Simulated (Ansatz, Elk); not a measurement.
## How far do independent atoms describe Cu2BiPb2?

Structure refinements treat a crystal as free atoms side by side. For a made-up structure of Cu2BiPb2 (cell and positions from a PBEsol relaxation) the runs below show what the calculated density changes in F(hkl).

Calculated with Elk 11.2.3 (patched build); DFT, PBE, all-electron APW+lo, Dirac cores, scalar-relativistic bands, static density, no spin.

This account leaves out most program logs.

The structure was built from a prototype and need not be the compound's stable phase.

## Step 1: The structure

Symmetry: I4/mmm, No. 139, tetragonal system. Conventional cell: a = 3.393 Å, b = 3.393 Å, c = 19.960 Å, α = 90.00°, β = 90.00°, γ = 90.00°. Bi has 4 Bi at 3.39 Å and 8 Pb at 3.58 Å nearest. Pb has 4 Cu at 2.88 Å and 4 Pb at 3.39 Å and 4 Bi at 3.58 Å nearest. Cu has 4 Cu at 2.40 Å and 4 Pb at 2.88 Å nearest. Farther neighbours are not listed.

## Step 2: Ground state and structure factors

An all-electron density is needed, since X-rays see the cores too. Task 0 finds the density and task 195 Fourier-transforms it; tshift is off so that phases refer to the origin typed.

elk.in

```
tasks
  0
  195

xctype
  20

spinpol
  .false.

rgkmax
  7.0

gmaxvr
  14.0

lmaxo
  7

lmaxapw
  8

swidth
  0.002

tshift
  .false.

ramdisk
  .false.

hmaxvr
  5.5

maxscl
  120

epspot
  1e-06

sppath
  './'

avec
  -3.20598588462 3.20598588462 18.85909767116
  3.20598588462 -3.20598588462 18.85909767116
  3.20598588462 3.20598588462 -18.85909767116

atoms
  3
  'Bi.in'
  1
  -0.0000000000 -0.0000000000 -0.0000000000   0.000000 0.000000 0.000000
  'Pb.in'
  2
  0.3668223990 0.3668223990 -0.0000000000   0.000000 0.000000 0.000000
  0.6331776010 0.6331776010 -0.0000000000   0.000000 0.000000 0.000000
  'Cu.in'
  2
  0.2500000000 0.7500000000 0.5000000000   0.000000 0.000000 0.000000
  0.7500000000 0.2500000000 0.5000000000   0.000000 0.000000 0.000000

ngridk
  9 9 9
```

Started as:

```sh
$ OMP_NUM_THREADS=4 elk
```

Wall time 2.5 min (4 threads of Intel Xeon Platinum 8259CL at 2.50GHz (Skylake/Cascade Lake), shared host); peak memory 0.41 GiB; 7 min of CPU time.

SFACRHO.OUT:

```text

h k l indices transformed by vhmat matrix:
   1.000000000       0.000000000       0.000000000    
   0.000000000       1.000000000       0.000000000    
   0.000000000       0.000000000       1.000000000    

      h      k      l  multipl.   |H|            Re(F)            Im(F)           |F|

      0      0      0      1   0.0000000       305.00000      0.30654906E-15   305.00000    
      1      1     -1      2  0.33316468       8.1730330     -0.64294565E-14   8.1730330    
     -2     -2      2      2  0.66632937      -19.286872     -0.12425469E-13   19.286872    
      0     -1      1      8  0.99397307      -24.305884      -0.0000000       24.305884    
      3      3     -3      2  0.99949405       68.428714     -0.17982017E-13   68.428714    
     -2     -1      1      8   1.0999909       189.70871      -0.0000000       189.70871    
      3      2     -3      8   1.2860695       141.31643      -0.0000000       141.31643    
     -4     -4      4      2   1.3326587       243.79675     -0.22570482E-13   243.79675    
     -1      1      0      4   1.3858086       161.22620     -0.39411775E-16   161.22620    
     -1     -1      0      8   1.4252945       100.26217      0.95074922E-14   100.26217    
     -4     -3      4      8   1.5231438      -54.412963      -0.0000000       54.412963    
     -1     -3      2      8   1.5376802      -107.52064      0.10476295E-14   107.52064    
     -5     -5      5      2   1.6658234      -40.782084     -0.49569916E-13   40.782084    
      3      3     -4      8   1.7086410       147.21360      0.20703484E-13   147.21360    
      5      4     -5      8   1.7910769       24.030773      -0.0000000       24.030773    
      4      4     -5      8   1.9226141       137.86204     -0.24611682E-13   137.86204    
     -1      1     -1      4   1.9598294       226.64112      0.52757227E-14   226.64112    
      0      2     -2      8   1.9879461       10.548262     -0.96573999E-14   10.548262
```

Elk indexes on the primitive cell of elk.in and gives |H| = 4π sin θ/λ in inverse bohr. Below, one row stands for each form hkl of the conventional cell (m members, Friedel mates merged), F is for one primitive cell and the density is static (no thermal factor). Free-atom factors are Waasmaier and Kirfel's, and R is Σm||F|−|F'||/Σm|F|.

```tsv
hkl	m	sin θ/λ (Å⁻¹)	abs F, DFT	neutral atoms	diff.
002	2	0.050	8.173	8.229	-0.056
004	2	0.100	19.287	19.330	-0.043
101	8	0.149	24.306	24.311	-0.005
006	2	0.150	68.429	68.311	+0.118
103	8	0.165	189.709	189.925	-0.216
105	8	0.193	141.316	141.414	-0.098
008	2	0.200	243.797	244.644	-0.847
110	4	0.208	161.226	160.761	+0.465
112	8	0.214	100.262	101.035	-0.773
107	8	0.229	54.413	54.518	-0.105
114	8	0.231	107.521	108.293	-0.772
0 0 10	2	0.251	40.782	41.562	-0.779
116	8	0.257	147.214	147.983	-0.769
109	8	0.269	24.031	24.076	-0.045
118	8	0.289	137.862	137.313	+0.549
200	4	0.295	226.641	227.139	-0.498
202	8	0.299	10.548	9.997	+0.552
0 0 12	2	0.301	0.990	1.465	-0.475
```

## Step 3: The highest occupied states alone

An energy window below the Fermi level keeps the highest occupied states, to see at which angles they scatter; shallow core shells can lie inside it and anion s states outside. No new self-consistency is needed.

elk.in, as its differences from that of step 2:

```diff
@@ -1,3 +1,2 @@
 tasks
-  0
   195
@@ -40,2 +39,5 @@
 
+wsfac
+  -0.125100 0.542390
+
 sppath
```

Started as:

```sh
$ OMP_NUM_THREADS=4 elk
```

The job ended after 22 s (4 threads; peak memory 0.29 GiB; 32 s of CPU time).

States within 10 eV below the Fermi level hold 32.87 electrons; any levels below the window count with the cores, and a count that is not whole means the window cuts a band. Their amplitudes can exceed the total, where window and core parts have opposite phase:

```tsv
hkl	sin θ/λ (Å⁻¹)	abs F, window	abs F, all
002	0.050	18.804	8.173
004	0.100	16.838	19.287
101	0.149	0.480	24.306
006	0.150	15.076	68.429
103	0.165	1.377	189.709
105	0.193	0.490	141.316
008	0.200	13.914	243.797
110	0.208	12.694	161.226
112	0.214	12.716	100.262
107	0.229	0.028	54.413
```

## Step 4: Another functional

The difference from free atoms is small, so it is set against the change that LDA (Perdew-Wang) makes.

elk.in, as its differences from that of step 3:

```diff
@@ -1,2 +1,3 @@
 tasks
+  0
   195
@@ -4,3 +5,3 @@
 xctype
-  20
+  3
 
@@ -39,5 +40,2 @@
 
-wsfac
-  -0.125100 0.542390
-
 sppath
```

Started as:

```sh
$ OMP_NUM_THREADS=4 elk
```

Elapsed: 1.8 min, on 4 threads; peak memory 0.34 GiB; 5.1 min of CPU time.

Against the first run R = 0.01 %; the largest change is -0.062 at 200.

## Step 5: Basis size

A smaller basis shows how fast F responds to it; the change is likely larger than the basis error of the first run, but doesn't show convergence.

elk.in, as its differences from that of step 4:

```diff
@@ -5,3 +5,3 @@
 xctype
-  3
+  20
 
@@ -11,3 +11,3 @@
 rgkmax
-  7.0
+  5.5
```

Started as:

```sh
$ OMP_NUM_THREADS=4 elk
```

Run time: 2.8 min. Hardware: 4 threads; peak memory 0.38 GiB; 7.5 min of CPU time.

Against the first run R = 0.02 %; the largest change is +0.136 at 208.

## Step 6: Settings against the effect

```tsv
run	R against the first run (%)	R against neutral atoms, low angle (%)	wall time
PBE, rgkmax 7	0.00	0.39	2.5 min
LDA (Perdew-Wang)	0.01	0.40	1.8 min
rgkmax 5.5	0.02	0.40	2.8 min
```

## Step 7: Results

```json
{
  "R against neutral atoms, sin θ/λ < 0.3 Å⁻¹": "0.39 %",
  "R against neutral atoms, 0.3 to 0.73 Å⁻¹": "0.08 %"
}
```

What this shows: Independent neutral atoms miss the calculated amplitudes by R = 0.39 % below 0.3 Å⁻¹ and 0.08 % from there to 0.73 Å⁻¹; by shells, 0.10 % below 0.15 Å⁻¹ (3 forms), 0.40 % 0.15 to 0.3 (14 forms), 0.11 % 0.3 to 0.45 (26 forms), 0.08 % above 0.45 (106 forms). Bonding, aspherical density and the tables' own atoms all enter these figures, and the runs don't part them. The largest change of an amplitude is -0.85 electrons, at 008. Weak lines can change much in proportion: 0 0 12 goes from 1.46 to 0.99. The window's part falls from 32.9 electrons at the origin to at most 5.17 between 0.45 and 0.73 Å⁻¹, where compact states inside the window still scatter. Below 0.3 Å⁻¹ the changes that finished (LDA (Perdew-Wang) and rgkmax 5.5) move F by R = 0.03 % at most, against the 0.39 % that separates it from free atoms. The k-mesh has no finished test. These runs have no spin, though d or f shells may be open. Spin-orbit coupling is left out, which can matter for elements this heavy. Part of the difference isn't bonding: the tables are fits to free atoms and ions calculated by other methods than this functional. Thermal motion, anomalous dispersion and extinction are left out.

[Logs are printed without paths, hosts, clocks, repeated set-up lines and the standing remarks that a program may print on its own settings, such as how far it seeks lower states.]

[Hosts, paths, dates, database ids (printed as entryN), source tags and the programs' standing remarks are cut or masked in the printed files.]
